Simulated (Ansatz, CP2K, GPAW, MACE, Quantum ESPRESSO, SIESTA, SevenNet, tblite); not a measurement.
# Running twisted graphene double bilayer, 27.80° (104 atoms) with SIESTA

How do the settings of SIESTA change the result for twisted graphene double bilayer, 27.80° (104 atoms)? A plane-wave run serves as the yardstick.

Main program and level: SIESTA 5.4.2; the method is named at each step.

### 1. Set-up

The cell holds 104 atoms: 104 C. Cell: a = 8.870 Å, b = 8.870 Å, c = 24.180 Å, α = 90.0°, β = 90.0°, γ = 120.0°. It derives from C (graphene). Graphene (a = 2.46 Å) under graphene (a = 2.46 Å), double bilayer, commensurate cell of 13 unit cells a layer, twist 27.80 deg; facing planes 3.33, 3.52, 3.33 Å apart as built; 14 Å of vacuum; minimised with a classical potential. Then every atom was moved at random, 0.05 Å r.m.s. a Cartesian component. Regions: layer 1, 26 atoms (26 C); layer 2, 26 atoms (26 C); layer 3, 26 atoms (26 C); layer 4, 26 atoms (26 C). Vacuum lies along c.

The yardstick, on the same geometry:

| Item | Value |
| --- | --- |
| method | Kohn-Sham DFT, PBE, PAW, plane waves (Ansatz 0.2.0); cutoff 420 eV, Γ point, fermi-dirac smearing of 0.05 eV; PAW set soft_2 |
| r.m.s. force component | 2.963 eV/Å |
| longest force | 12.69 eV/Å |
| SCF cycles | 9 |
| time | 9.9 s on 8 threads of Arm Neoverse V2, shared host |
| CPU time | 73 s |

### 2. PBE, DZP, shift 0.01 Ry, mesh 300 Ry

Method: Kohn-Sham DFT, PBE, PseudoDojo 0.4.1 norm-conserving pseudopotentials (converted to PSML), numerical atomic orbitals (DZP), diagonalisation.

The .psml files are PseudoDojo norm-conserving potentials that we converted to this format, checked against plane waves on the same files for H, C, O, Si, Ge and Ca alone.

input.fdf reads:

```
SystemLabel cell
NumberOfAtoms 104
NumberOfSpecies 1
%block ChemicalSpeciesLabel
  1 6 C
%endblock ChemicalSpeciesLabel
LatticeConstant 1.0 Ang
%block LatticeVectors
  8.86970 0.00000 0.00000
  -4.43485 7.68139 0.00000
  0.00000 0.00000 24.18000
%endblock LatticeVectors
PAO.BasisSize DZP
PAO.EnergyShift 0.01 Ry
XC.Functional GGA
XC.Authors PBE
MeshCutoff 300 Ry
%block kgrid_Monkhorst_Pack
  1 0 0 0.0
  0 1 0 0.0
  0 0 1 0.0
%endblock kgrid_Monkhorst_Pack
SolutionMethod diagon
OccupationFunction FD
ElectronicTemperature 580 K
SCF.Mixer.Method Pulay
SCF.Mixer.Weight 0.05
SCF.Mixer.History 8
SCF.Mix Hamiltonian
MaxSCFIterations 300
SCF.DM.Tolerance 1e-04
SCF.H.Tolerance 1.0e-3 eV
WriteForces T
Write.HirshfeldPop T
Write.VoronoiPop T
Write.DM F
Write.H F
XML.Write F
AtomicCoordinatesFormat Fractional
%block AtomicCoordinatesAndAtomicSpecies
  0.12467 0.18718 0.29057 1
  0.17930 0.05690 0.29065 1
  0.19462 0.47171 0.29176 1
  0.25817 0.35933 0.28701 1
  0.28966 0.80749 0.29229 1
  0.32597 0.65879 0.29311 1
  0.36150 0.10445 0.29141 1
  0.42372 0.98998 0.29242 1
  0.44143 0.41324 0.28808 1
  0.47384 0.27795 0.28733 1
  0.51650 0.71831 0.29081 1
  0.55923 0.58396 0.29090 1
  0.59540 0.03441 0.29013 1
  0.63318 0.88722 0.29019 1
  0.67076 0.33341 0.29037 1
  0.71423 0.20823 0.29155 1
  0.73257 0.63026 0.28973 1
  0.79494 0.51215 0.29217 1
  0.82039 0.95071 0.28617 1
  0.85722 0.81374 0.28909 1
  0.88678 0.25185 0.28985 1
  0.95392 0.14063 0.29038 1
  0.97772 0.56808 0.29059 1
  0.02931 0.43353 0.29085 1
  0.04853 0.87588 0.28763 1
  0.11201 0.74573 0.29401 1
  0.25916 0.35085 0.43217 1
  0.30431 0.22654 0.43247 1
  0.33011 0.66691 0.43204 1
  0.37763 0.53294 0.42972 1
  0.42303 0.97872 0.43116 1
  0.45949 0.85285 0.42816 1
  0.48544 0.28151 0.42847 1
  0.54241 0.14786 0.42680 1
  0.56012 0.58840 0.42933 1
  0.61541 0.46265 0.42980 1
  0.63554 0.89904 0.42872 1
  0.68929 0.76994 0.43087 1
  0.72389 0.22014 0.42681 1
  0.76896 0.08454 0.42992 1
  0.79466 0.49959 0.43155 1
  0.85476 0.37715 0.43310 1
  0.87016 0.81604 0.43467 1
  0.92205 0.68512 0.43284 1
  0.95537 0.13381 0.42700 1
  0.99468 0.99374 0.43252 1
  0.02422 0.43464 0.43391 1
  0.07421 0.31238 0.43220 1
  0.09375 0.74899 0.43021 1
  0.15541 0.61975 0.43325 1
  0.18213 0.05739 0.42924 1
  0.23557 0.92208 0.42970 1
  0.74694 0.09914 0.57401 1
  0.78770 0.27678 0.56513 1
  0.66210 0.34603 0.57143 1
  0.71613 0.51557 0.56846 1
[... 44 atom lines left out ...]
  0.78757 0.27827 0.70795 1
  0.84171 0.45871 0.70953 1
  0.71603 0.50859 0.70943 1
  0.77677 0.69961 0.71134 1
%endblock AtomicCoordinatesAndAtomicSpecies
```

Run with:

```
> OMP_NUM_THREADS=1 mpirun -np 2 siesta < input.fdf > output.txt
```

The program printed:

```text
Version         : 5.4.2
reinit: System Name:
reinit: System Label: cell
initatom: Reading input for the pseudopotentials and atomic orbitals ----------
Species number:   1 Atomic number:    6 Label: C
Ground state valence configuration (from tables):   2s02  2p02  3d00  4f00
---- Processing specs for species: C
GGA--PBE XC_GGA_X_PBE--XC_GGA_C_PBE pb
C pseudopotential only contains V_ls up to l=1 -- lmxkb reset.
Using PAO.SplitTailNorm
%block ChemicalSpeciesLabel
    1    6 C                       # Species index, atomic number, species label
%endblock ChemicalSpeciesLabel
%block PAO.Basis                 # Define Basis set
C                     2                    # Species label, number of l-shells
 n=2   0   2                         # n, l, Nzeta
   4.484      3.048
   1.000      1.000
 n=2   1   2 P   1                   # n, l, Nzeta, Polarization, NzetaPol
   5.436      3.692
   1.000      1.000
%endblock PAO.Basis
coor:   Atomic-coordinates input format  =     Fractional
siesta: System type = slab
initatomlists: Number of atoms, orbitals, and projectors:    104  1352   832
siesta: ******************** Simulation parameters ****************************
Total number of electrons:   416.000000
Total ionic charge:   416.000000
 Kpoints in:            1 . Kpoints trimmed:            1
siesta: k-grid: Number of k-points = 1
siesta: k-points from Monkhorst-Pack grid
siesta: k-cutoff (effective) =     4.435 Ang
siesta: k-point supercell and displacements
siesta: k-grid:     1     0     0      0.000
siesta: k-grid:     0     1     0      0.000
siesta: k-grid:     0     0     1      0.000
                     ====================================
                        Single-point calculation
                     ====================================
outcell: Unit cell vectors (Ang):
        8.869700    0.000000    0.000000
       -4.434850    7.681390    0.000000
        0.000000    0.000000   24.180000
outcell: Cell vector modules (Ang)   :    8.869700    8.869704   24.180000
outcell: Cell angles (23,13,12) (deg):     90.0000     90.0000    120.0000
outcell: Cell volume (Ang**3)        :   1647.4227
Gamma-point calculation with multiply-connected orbital pairs
Gamma-point calculation with multiply-connected orbital pairs
Folding of H and S implicitly performed
Folding of H and S implicitly performed
new_DM -- step:     1
Initializing Density Matrix...
Attempting to read DM from file... Failed...
DM filled with atomic data:
InitMesh: MESH = 90 x 90 x 256 = 2073600
InitMesh: Mesh cutoff (required, used) =   300.000   309.791 Ry
stepf: Fermi-Dirac step function
        iscf     Eharris(eV)        E_KS(eV)     FreeEng(eV)     dDmax    Ef(eV) dHmax(eV)
   scf:    1   -16898.098309   -16987.225710   -16987.225710  1.872834 -5.746854  4.949304
   scf:    2   -16989.802516   -16988.531909   -16988.531909  0.008622 -5.608343  4.385191
   scf:    3   -16997.226295   -16994.467059   -16994.467059  0.092257 -4.644172  2.114143
   scf:    4   -16995.899331   -16995.403866   -16995.403866  0.019033 -4.484204  0.456831
   scf:    5   -16995.515065   -16995.463929   -16995.463929  0.007163 -4.382237  0.344417
   scf:    6   -16995.540949   -16995.516253   -16995.516253  0.002689 -4.408053  0.088932
   scf:    7   -16995.531288   -16995.525026   -16995.525026  0.002832 -4.384483  0.041290
   scf:    8   -16995.523934   -16995.524531   -16995.524531  0.000798 -4.396989  0.026314
   scf:    9   -16995.526805   -16995.525809   -16995.525809  0.001177 -4.397211  0.024119
   scf:   10   -16995.525917   -16995.525881   -16995.525881  0.000506 -4.410825  0.005679
   scf:   11   -16995.525948   -16995.525916   -16995.525916  0.000125 -4.410866  0.004312
   scf:   12   -16995.525975   -16995.525950   -16995.525950  0.000220 -4.411871  0.001699
   scf:   13   -16995.525953   -16995.525951   -16995.525951  0.000016 -4.411906  0.001524
   scf:   14   -16995.525956   -16995.525954   -16995.525954  0.000029 -4.412096  0.001125
   scf:   15   -16995.525955   -16995.525955   -16995.525955  0.000019 -4.412197  0.000601
SCF Convergence by DM+H criterion
max |DM_out - DM_in|         :     0.0000188870
max |H_out - H_in|      (eV) :     0.0006009189
SCF cycle converged after 15 iterations
Using DM_out to compute the final energy and forces
siesta: E_KS(eV) =           -16995.5260
siesta: E_KS - E_eggbox =    -16995.5260
siesta: Atomic forces (eV/Ang):
     1    4.513737   -1.195916   -0.552642
     2   -0.734581   -1.836006   -0.257478
     3    3.173490    6.236340   -0.239737
     4    0.829942   -0.218309    0.849489
     5    2.829448   -3.214387    0.543106
     6    0.940610    2.878144   -0.375227
     7   -3.542125   -0.239787   -0.297582
     8   -1.427616   -3.920879   -0.179530
     9   -4.661485   -3.148687   -0.260182
    10    6.734546    2.978620    0.648296
    11   -4.160355   -5.058537    0.333819
    12    0.834504    2.668010   -0.313253
[...]
100    2.943340   -4.632772   -0.895706
   101    2.752252   -0.620690    0.540987
   102    1.280633    0.038915   -0.265622
   103   -0.152403    3.879830   -0.299163
   104   -3.861851   -4.856458   -0.476030
----------------------------------------
   Tot    0.007326   -0.005001   -0.006395
----------------------------------------
   Max   11.517031
   Res    3.275217    sqrt( Sum f_i^2 / 3N )
----------------------------------------
   Max   11.517031    constrained
Stress tensor Voigt[x,y,z,yz,xz,xy] (kbar):     -131.14     -146.81        0.06       -2.64        2.55       -5.29
(Free)E + p*V (eV/cell)   -16900.2807
Target enthalpy (eV/cell)   -16995.5260
siesta: Program's energy decomposition (eV):
siesta: Ebs     =     -5618.265198
siesta: Eions   =     29344.818678
siesta: Ena     =      7718.935265
siesta: Ekin    =     11711.541333
siesta: Enl     =      -592.774458
siesta: DEna    =      -440.844192
siesta: DUscf   =        31.504710
siesta: Ex      =     -5547.331110
siesta: Ec      =      -531.738825
siesta: Exc     =     -6079.069934
siesta: Eharris =    -16995.525955
siesta: Etot    =    -16995.525955
siesta: FreeEng =    -16995.525955
siesta: Final energy (eV):
siesta:  Band Struct. =   -5618.265198
siesta:       Kinetic =   11711.541333
siesta:       Hartree =  100375.706670
siesta:         Exch. =   -5547.331110
siesta:         Corr. =    -531.738825
siesta:   Exch.-corr. =   -6079.069934
siesta:  Ion-electron = -211426.461326
siesta:       Ion-ion =   88422.757303
siesta:         Total =  -16995.525955
siesta:         Fermi =      -4.412197
siesta: Stress tensor (static) (eV/Ang**3):
siesta:    -0.081853   -0.003303    0.001589
siesta:    -0.003303   -0.091629   -0.001646
siesta:     0.001589   -0.001646    0.000038
siesta: Cell volume =       1647.422690 Ang**3
siesta: Pressure (static):
siesta:                Solid            Molecule  Units
siesta:           0.00062968          0.00106741  Ry/Bohr**3
siesta:           0.05781468          0.09800532  eV/Ang**3
siesta:          92.62932984        157.02182696  kBar
    Orbital volume contribution        =          39.489037 eV
    (Free)E + p_basis*V_orbitals       =      -16956.036918 eV
    (Free)Eharris+ p_basis*V_orbitals  =      -16956.036918 eV
siesta: Electric dipole (a.u.)  =   -0.000000   -0.000000   -0.005054
siesta: Electric dipole (Debye) =   -0.000000   -0.000000   -0.012845
Hirshfeld Atomic Populations:
Atom #   charge [q] valence [e]  Species
     1    -0.002732    4.002732  C
     2     0.003270    3.996730  C
     3    -0.008952    4.008952  C
     4     0.006119    3.993881  C
     5    -0.002328    4.002328  C
     6     0.013589    3.986411  C
     7    -0.003453    4.003453  C
     8     0.000992    3.999008  C
     9    -0.003258    4.003258  C
    10     0.004367    3.995633  C
    11    -0.006038    4.006038  C
    12    -0.000820    4.000820  C
[...]
--------------------
 Total    -0.000032
Voronoi Atomic Populations:
Atom #   charge [q] valence [e]  Species
[...]
100    -0.002824    4.002824  C
   101     0.006247    3.993753  C
   102    -0.010605    4.010605  C
   103     0.004241    3.995759  C
   104     0.005501    3.994499  C
--------------------
 Total    -0.000032
```

Run time: 1.9 min. Hardware: 2 MPI ranks of Arm Neoverse V2, shared host; peak memory 1.4 GiB.

Banners, paths, timers and routine set-up lines are dropped from the logs unmarked, and long logs keep their key lines alone; longer cuts are marked.

Numbers from this run, and their distance from the reference:

```
r.m.s. force component                  : 3.275 eV/Å
r.m.s. difference of force components   : 358 meV/Å
longest difference of force vectors     : 1800 meV/Å
force difference over r.m.s. force      : 12.08 %
slope of forces against the reference's : 1.103
correlation of force components         : 0.9984
```

The surroundings of C98, which bears the longest force, nearest first, numbered as they follow in the input and with coordinates relative to it.

| atom | x | y | z | distance (Å) | bonds | Hirshfeld charge (e) | Fx | Fy | Fz (eV/Å) |
| --- | --- | --- | --- | --- | --- | --- | --- | --- | --- |
| C98 | 0.00 | 0.00 | 0.00 | 0.00 | 3 | 0.00 | -8.77 | -11.52 | 0.26 |
| C95 | 0.94 | 0.82 | -0.03 | 1.25 | 3 | -0.01 | 8.72 | 7.26 | 0.14 |
| C79 | -1.48 | 0.28 | 0.03 | 1.50 | 3 | -0.01 | 9.00 | -5.07 | -0.25 |
| C97 | 0.27 | -1.59 | 0.01 | 1.61 | 3 | 0.01 | 5.27 | 7.33 | 0.04 |
| C80 | -1.73 | 1.53 | 0.00 | 2.31 | 3 | 0.00 | -4.41 | 10.83 | 0.79 |
| C96 | 0.67 | 2.24 | 0.03 | 2.34 | 3 | 0.01 | -3.17 | -0.38 | -1.07 |
| C90 | 2.36 | 0.44 | -0.04 | 2.40 | 3 | 0.01 | 1.11 | 0.97 | 0.46 |
| C92 | -2.31 | -0.74 | -0.09 | 2.43 | 3 | 0.01 | -7.00 | -3.49 | 0.77 |
| C104 | 1.72 | -1.87 | 0.05 | 2.54 | 3 | 0.00 | -3.86 | -4.86 | -0.48 |
| C86 | -0.72 | -2.49 | -0.01 | 2.59 | 3 | -0.01 | 0.58 | -4.53 | -0.13 |
| C101 | -0.75 | 2.58 | -0.03 | 2.69 | 3 | 0.00 | 2.75 | -0.62 | 0.54 |

Forces lie 12 % from the reference's, at 3.2 times its CPU time (on 2 against 8 cores).

### 3. PBE, SZP, shift 0.01 Ry, mesh 300 Ry

Method: Kohn-Sham DFT, PBE, PseudoDojo 0.4.1 norm-conserving pseudopotentials (converted to PSML), numerical atomic orbitals (SZP), diagonalisation.

input.fdf, as its differences from that of step 2:

```diff
@@ -12,3 +12,3 @@
 %endblock LatticeVectors
-PAO.BasisSize DZP
+PAO.BasisSize SZP
 PAO.EnergyShift 0.01 Ry
```

The program printed:

```text
Version         : 5.4.2
reinit: System Name:
reinit: System Label: cell
initatom: Reading input for the pseudopotentials and atomic orbitals ----------
Species number:   1 Atomic number:    6 Label: C
Ground state valence configuration (from tables):   2s02  2p02  3d00  4f00
---- Processing specs for species: C
GGA--PBE XC_GGA_X_PBE--XC_GGA_C_PBE pb
C pseudopotential only contains V_ls up to l=1 -- lmxkb reset.
Using PAO.SplitTailNorm
%block ChemicalSpeciesLabel
    1    6 C                       # Species index, atomic number, species label
[... lines left out ...]
stepf: Fermi-Dirac step function
        iscf     Eharris(eV)        E_KS(eV)     FreeEng(eV)     dDmax    Ef(eV) dHmax(eV)
[... lines left out ...]
SCF Convergence by DM+H criterion
[... lines left out ...]
SCF cycle converged after 13 iterations
[... lines left out ...]
   Max   12.644030
[... lines left out ...]
   Max   12.644030    constrained
Stress tensor Voigt[x,y,z,yz,xz,xy] (kbar):     -225.96     -243.55       10.50       -2.71        2.72       -7.39
[... lines left out ...]
siesta: FreeEng =    -16893.209031
[... lines left out ...]
siesta:         Corr. =    -534.075572
siesta:   Exch.-corr. =   -5940.242668
siesta:  Ion-electron = -209936.322127
siesta:       Ion-ion =   88422.757303
siesta:         Total =  -16893.209031
siesta:         Fermi =      -5.909486
siesta: Stress tensor (static) (eV/Ang**3):
siesta:    -0.141036   -0.004615    0.001699
siesta:    -0.004615   -0.152010   -0.001691
siesta:     0.001699   -0.001691    0.006552
siesta: Cell volume =       1647.422690 Ang**3
siesta: Pressure (static):
siesta:                Solid            Molecule  Units
siesta:           0.00104011          0.00155156  Ry/Bohr**3
siesta:           0.09549818          0.14245811  eV/Ang**3
siesta:         153.00495431        228.24305996  kBar
    Orbital volume contribution        =          33.151864 eV
    (Free)E + p_basis*V_orbitals       =      -16860.057167 eV
    (Free)Eharris+ p_basis*V_orbitals  =      -16860.057168 eV
siesta: Electric dipole (a.u.)  =   -0.000000   -0.000000   -0.013550
siesta: Electric dipole (Debye) =   -0.000000   -0.000000   -0.034442
Hirshfeld Atomic Populations:
Atom #   charge [q] valence [e]  Species
     1    -0.003626    4.003626  C
     2     0.003762    3.996238  C
     3    -0.009360    4.009360  C
[...]
--------------------
 Total    -0.000012
Voronoi Atomic Populations:
Atom #   charge [q] valence [e]  Species
[...]
103     0.004773    3.995227  C
   104     0.005844    3.994156  C
--------------------
 Total    -0.000012
```

It took 80 s on 2 MPI ranks; peak memory 1.2 GiB; 2.7 min of CPU time.

Compared with the plane-wave run:

```
r.m.s. force component                  : 3.548 eV/Å
r.m.s. difference of force components   : 726.4 meV/Å
longest difference of force vectors     : 3357 meV/Å
force difference over r.m.s. force      : 24.51 %
slope of forces against the reference's : 1.187
correlation of force components         : 0.9912
```

This is a coarse setting, run to see what it loses.

Against the first run (12 %), the force difference from the reference is 25 %, at 0.69 times the CPU time, with 936 basis functions against 1352: the smaller basis costs accuracy.

### 4. PBE, TZP, shift 0.01 Ry, mesh 300 Ry

Method: Kohn-Sham DFT, PBE, PseudoDojo 0.4.1 norm-conserving pseudopotentials (converted to PSML), numerical atomic orbitals (TZP), diagonalisation.

input.fdf, as its differences from that of step 3:

```diff
@@ -12,3 +12,3 @@
 %endblock LatticeVectors
-PAO.BasisSize SZP
+PAO.BasisSize TZP
 PAO.EnergyShift 0.01 Ry
```

Run with:

```
> OMP_NUM_THREADS=1 mpirun -np 4 siesta < input.fdf > output.txt
```

The program printed:

```text
Version         : 5.4.2
reinit: System Name:
reinit: System Label: cell
initatom: Reading input for the pseudopotentials and atomic orbitals ----------
Species number:   1 Atomic number:    6 Label: C
Ground state valence configuration (from tables):   2s02  2p02  3d00  4f00
---- Processing specs for species: C
GGA--PBE XC_GGA_X_PBE--XC_GGA_C_PBE pb
C pseudopotential only contains V_ls up to l=1 -- lmxkb reset.
Using PAO.SplitTailNorm
%block ChemicalSpeciesLabel
    1    6 C                       # Species index, atomic number, species label
[... lines left out ...]
stepf: Fermi-Dirac step function
        iscf     Eharris(eV)        E_KS(eV)     FreeEng(eV)     dDmax    Ef(eV) dHmax(eV)
[... lines left out ...]
SCF Convergence by DM+H criterion
[... lines left out ...]
SCF cycle converged after 14 iterations
[... lines left out ...]
   Max   11.266549
[... lines left out ...]
   Max   11.266549    constrained
Stress tensor Voigt[x,y,z,yz,xz,xy] (kbar):     -126.26     -141.47        2.23       -2.59        2.52       -5.12
[... lines left out ...]
siesta: FreeEng =    -16998.286676
[... lines left out ...]
siesta:         Corr. =    -531.477595
siesta:   Exch.-corr. =   -6080.954412
siesta:  Ion-electron = -211469.090484
siesta:       Ion-ion =   88422.757303
siesta:         Total =  -16998.286676
siesta:         Fermi =      -4.416844
siesta: Stress tensor (static) (eV/Ang**3):
siesta:    -0.078803   -0.003195    0.001572
siesta:    -0.003195   -0.088300   -0.001614
siesta:     0.001572   -0.001614    0.001394
siesta: Cell volume =       1647.422690 Ang**3
siesta: Pressure (static):
siesta:                Solid            Molecule  Units
siesta:           0.00060160          0.00103384  Ry/Bohr**3
siesta:           0.05523645          0.09492278  eV/Ang**3
siesta:          88.49855171        152.08305289  kBar
    Orbital volume contribution        =          49.103386 eV
    (Free)E + p_basis*V_orbitals       =      -16949.183290 eV
    (Free)Eharris+ p_basis*V_orbitals  =      -16949.183293 eV
siesta: Electric dipole (a.u.)  =   -0.000000   -0.000000   -0.006036
siesta: Electric dipole (Debye) =   -0.000000   -0.000000   -0.015343
Hirshfeld Atomic Populations:
Atom #   charge [q] valence [e]  Species
     1    -0.002454    4.002454  C
     2     0.003158    3.996842  C
     3    -0.008473    4.008473  C
[...]
--------------------
 Total    -0.000037
Voronoi Atomic Populations:
Atom #   charge [q] valence [e]  Species
[...]
103     0.004589    3.995411  C
   104     0.005176    3.994824  C
--------------------
 Total    -0.000037
```

Wall time 79 s (4 MPI ranks); peak memory 2.1 GiB.

Compared with the plane-wave run:

* r.m.s. force component: 3.207 eV/Å
* r.m.s. difference of force components: 288.3 meV/Å
* longest difference of force vectors: 1469 meV/Å
* force difference over r.m.s. force: 9.729 %
* slope of forces against the reference's: 1.081
* correlation of force components: 0.9988

Against the first run (12 %), the force difference from the reference is 9.7 %, at 1.4 times the CPU time (on 4 against 2 cores), with 1768 basis functions against 1352: the larger basis brings the forces nearer.

(Part 1 of 2 ends here.)

[Also dropped from logs without a mark: logging warnings of Python, and SIESTA's first energy breakdown and zero terms.]

[Logs are printed without paths, hosts, clocks, repeated set-up lines and the standing remarks that a program may print on its own settings, such as how far it seeks lower states.]

[Hosts, paths, dates, database ids (printed as entryN), source tags and the programs' standing remarks are cut or masked in the printed files.]
